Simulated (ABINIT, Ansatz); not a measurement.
# KSnH3 (Pm-3m): zone-centre phonons

Which modes does KSnH3 (Pm-3m) have at the zone centre?

Main program and level: ABINIT 10.8.3; DFT PBEsol, scalar-relativistic, plane waves, PseudoDojo norm-conserving pseudopotentials.

The structure was built from a prototype and need not be the compound's stable phase.

### Step 1. The structure

It takes space group Pm-3m (No. 221, cubic). Conventional cell: a = 4.307 Å, b = 4.307 Å, c = 4.307 Å, α = 90.00°, β = 90.00°, γ = 90.00°. Nearest to K lie 12 H at 3.05 Å. Nearest to Sn lie 6 H at 2.15 Å. H has 2 Sn at 2.15 Å and 4 K at 3.05 Å and 8 H at 3.05 Å nearest. Farther neighbours are not listed.

### Step 2. Relaxing the cell and atoms

The harmonic expansion needs vanishing forces, and a free crystal bears no stress, so cell and atoms are brought to rest. Stress is more sensitive to the basis than forces are: the last 3 Ha under the cutoff are smoothed with ecutsm.

The starting cell comes from a relaxation made beforehand in Ansatz (PBEsol, PseudoDojo NC).

relax.abi

```
# relaxation
ionmov 2
optcell 2
dilatmx 1.08
ntime 40
tolmxf 1.0d-05
tolvrs 1.0d-14
prtwf 0
prtden 0
chksymtnons 0

# basis, mesh and filling
ecut 41.0
ecutsm 3.0
ngkpt 6 6 6
nshiftk 1
shiftk 0.0 0.0 0.0
istwfk *1
occopt 6
tsmear 0.01
nband 20
nstep 100
diemac 1000000.0
prtebands 0
prtgsr 0
useylm 1

# cell and atoms
acell 8.139238777 8.139238777 8.139238777
rprim 
    1.0 0.0 0.0
    0.0 1.0 0.0
    0.0 0.0 1.0
ntypat 3
znucl 19 50 1
natom 5
typat 1 2 3 3 3
xred 
    0.0 0.0 0.0
    0.5 0.5 0.5
    0.5 0.5 0.0
    0.5 0.0 0.5
    0.0 0.5 0.5
pp_dirpath "./pseudo"
pseudos "K.upf, Sn.upf, H.upf"
```

On the command line:

```console
$ OMP_NUM_THREADS=1 mpirun -n 4 abinit relax.abi > relax.log
```

Numbers of over 12 decimals in the logs are rounded to 6 here.

relax.abo, the main output file:

```text
[banners, grids, parts of the stress and lines that vanish by symmetry left out]
- input  file    -> relax.abi
- output file    -> relax.abo
- root for input  files -> relaxi
[...]
Symmetries : space group Pm -3 m (#221); Bravais cP (primitive cubic)
[...]
mpw =        8578          nfft =      157464          nkpt =          20
[...]
== DATASET  1 ==================================================================
[...]
cutoff_energies: {ecut:  41.0, pawecutdg:  -1.0, }
[...]
ETOT  1  -110.11131751738    -1.101E+02 3.327E-01 1.542E+02
 ETOT  2  -110.33485177453    -2.235E-01 2.553E-02 2.881E+01
 ETOT  3  -110.33615635996    -1.305E-03 2.918E-03 4.662E+00
 ETOT  4  -110.33629596746    -1.396E-04 2.729E-03 2.646E-01
 ETOT  5  -110.33630984820    -1.388E-05 1.167E-03 1.600E-02
[...]
At SCF step   14       vres2   =  3.54E-17 < tolvrs=  1.00E-14 =>converged.
[...]
sigma(1 1)= -2.50751309E-06  sigma(3 2)=  0.00000000E+00
  sigma(2 2)= -2.50751309E-06  sigma(3 1)=  0.00000000E+00
  sigma(3 3)= -2.50751309E-06  sigma(2 1)=  0.00000000E+00
[...]
convergence: {deltae:  9.805E-13, res2:  3.540E-17, residm:  3.094E-04, diffor: null, }
etotal    :  -1.10336311E+02
[...]
ETOT  1  -110.33631019800    -1.103E+02 2.008E-04 1.081E-02
[...]
At SCF step   10       vres2   =  7.99E-16 < tolvrs=  1.00E-14 =>converged.
[...]
sigma(1 1)= -2.25571674E-06  sigma(3 2)=  0.00000000E+00
  sigma(2 2)= -2.25571674E-06  sigma(3 1)=  0.00000000E+00
  sigma(3 3)= -2.25571674E-06  sigma(2 1)=  0.00000000E+00
[...]
convergence: {deltae:  6.438E-12, res2:  7.985E-16, residm:  3.555E-05, diffor: null, }
etotal    :  -1.10336311E+02
[...]
ETOT  1  -110.33625156088    -1.103E+02 3.235E-05 8.728E-01
[...]
ETOT 10  -110.33631218630    -2.061E-12 2.817E-05 7.735E-14
 ETOT 11  -110.33631218630    -1.137E-12 2.574E-05 3.933E-15
 At SCF step   11       vres2   =  3.93E-15 < tolvrs=  1.00E-14 =>converged.
[...]
sigma(1 1)= -5.84866182E-09  sigma(3 2)=  0.00000000E+00
  sigma(2 2)= -5.84866183E-09  sigma(3 1)=  0.00000000E+00
  sigma(3 3)= -5.84866183E-09  sigma(2 1)=  0.00000000E+00
[...]
convergence: {deltae: -1.137E-12, res2:  3.933E-15, residm:  2.574E-05, diffor: null, }
etotal    :  -1.10336312E+02
[...]
At Broyd/MD step   3, gradients are converged :
[...]
sigma(1 1)= -5.84866182E-09  sigma(3 2)=  0.00000000E+00
  sigma(2 2)= -5.84866183E-09  sigma(3 1)=  0.00000000E+00
  sigma(3 3)= -5.84866183E-09  sigma(2 1)=  0.00000000E+00
[...]
- sigma(1 1)= -1.72073572E-04  sigma(3 2)=  0.00000000E+00
- sigma(2 2)= -1.72073572E-04  sigma(3 1)=  0.00000000E+00
- sigma(3 3)= -1.72073572E-04  sigma(2 1)=  0.00000000E+00
[...]
fcart     -0.0000000000E+00 -0.0000000000E+00 -0.0000000000E+00
           strten     -5.8486618244E-09 -5.8486618257E-09 -5.8486618270E-09
================================================================================

[key lines of the parts left out:]
pressure_GPa:   1.7207E-04
Total energy (etotal) [Ha]= -1.10336312186301E+02
```

Wall time 2.6 min (4 MPI ranks of Intel Xeon at 2.70GHz, shared host); 10 min of CPU time.

Little changed from the start: no atom moved by 0.005 Å and no cell edge by 0.1 %.

Numbers from this step:

| Property | Result |
| --- | --- |
| volume per atom | 16.02 Å³ |
| pressure | 1.72e-4 GPa |
| gap on the k-mesh | 0 eV |

The volume changes by +0.2 % from the cell with which this run began.

### Step 3. Self-consistent run for the response

The response is built on these wavefunctions, so the potential is converged far more tightly than an energy would need. ecutsm is kept as in the relaxation, so that the cell stays at rest. Occupations are smeared.

gs.abi

```
# ground state
tolvrs 1.0d-16
prtden 1
prtwf 1

# basis, mesh and filling
ecut 41.0
ecutsm 3.0
ngkpt 6 6 6
nshiftk 1
shiftk 0.0 0.0 0.0
istwfk *1
occopt 6
tsmear 0.01
nband 20
nstep 100
diemac 1000000.0
prtebands 0
prtgsr 0
useylm 1

# cell and atoms
acell 8.145348493 8.145348493 8.145348493
rprim 
    1.0 0.0 0.0
    0.0 1.0 0.0
    0.0 0.0 1.0
ntypat 3
znucl 19 50 1
natom 5
typat 1 2 3 3 3
xred 
    0.0 0.0 0.0
    0.5 0.5 0.5
    0.5 0.5 0.0
    0.5 0.0 0.5
    0.0 0.5 0.5
pp_dirpath "./pseudo"
pseudos "K.upf, Sn.upf, H.upf"
```

On the command line:

```console
$ OMP_NUM_THREADS=1 mpirun -n 4 abinit gs.abi > gs.log
```

gs.abo, the main output file:

```text
[banners, grids, parts of the stress and lines that vanish by symmetry left out]
- input  file    -> gs.abi
- output file    -> gs.abo
- root for input  files -> gsi
[...]
Symmetries : space group Pm -3 m (#221); Bravais cP (primitive cubic)
[...]
mpw =        6816          nfft =      110592          nkpt =          20
[...]
== DATASET  1 ==================================================================
[...]
cutoff_energies: {ecut:  41.0, pawecutdg:  -1.0, }
[...]
ETOT  1  -110.14838896393    -1.101E+02 4.958E-01 1.099E+02
 ETOT  2  -110.33503369177    -1.866E-01 1.200E-02 1.704E+01
 ETOT  3  -110.33617106303    -1.137E-03 3.558E-03 2.647E+00
 ETOT  4  -110.33629650860    -1.254E-04 1.750E-03 2.179E-01
 ETOT  5  -110.33631148807    -1.498E-05 1.173E-03 1.020E-02
[...]
ETOT 13  -110.33631219103    -8.058E-12 2.643E-04 2.197E-15
 ETOT 14  -110.33631219103     1.279E-13 3.883E-04 2.097E-17
 At SCF step   14       vres2   =  2.10E-17 < tolvrs=  1.00E-16 =>converged.
[...]
sigma(1 1)= -6.10443235E-09  sigma(3 2)=  0.00000000E+00
  sigma(2 2)= -6.10443235E-09  sigma(3 1)=  0.00000000E+00
  sigma(3 3)= -6.10443235E-09  sigma(2 1)=  0.00000000E+00
[...]
convergence: {deltae:  1.279E-13, res2:  2.097E-17, residm:  3.883E-04, diffor: null, }
etotal    :  -1.10336312E+02
[...]
sigma(1 1)= -6.10443235E-09  sigma(3 2)=  0.00000000E+00
  sigma(2 2)= -6.10443235E-09  sigma(3 1)=  0.00000000E+00
  sigma(3 3)= -6.10443235E-09  sigma(2 1)=  0.00000000E+00
[...]
- sigma(1 1)= -1.79598600E-04  sigma(3 2)=  0.00000000E+00
- sigma(2 2)= -1.79598600E-04  sigma(3 1)=  0.00000000E+00
- sigma(3 3)= -1.79598600E-04  sigma(2 1)=  0.00000000E+00
[...]
fcart     -0.0000000000E+00 -0.0000000000E+00 -0.0000000000E+00
           strten     -6.1044323515E-09 -6.1044323533E-09 -6.1044323546E-09
================================================================================

[key lines of the parts left out:]
pressure_GPa:   1.7960E-04
```

Wall time 42 s (4 MPI ranks).

Read from the output:

```
pressure : 1.80e-4 GPa
```

The cell stands at 1.8e-4 GPa, close enough for phonons.

[end of part 1 of 4]

[Host names and launcher messages were left out of these logs when they were recorded.]

[Logs are printed without paths, hosts, clocks, repeated set-up lines and the standing remarks that a program may print on its own settings, such as how far it seeks lower states.]

[Hosts, paths, dates, database ids (printed as entryN), source tags and the programs' standing remarks are cut or masked in the printed files.]
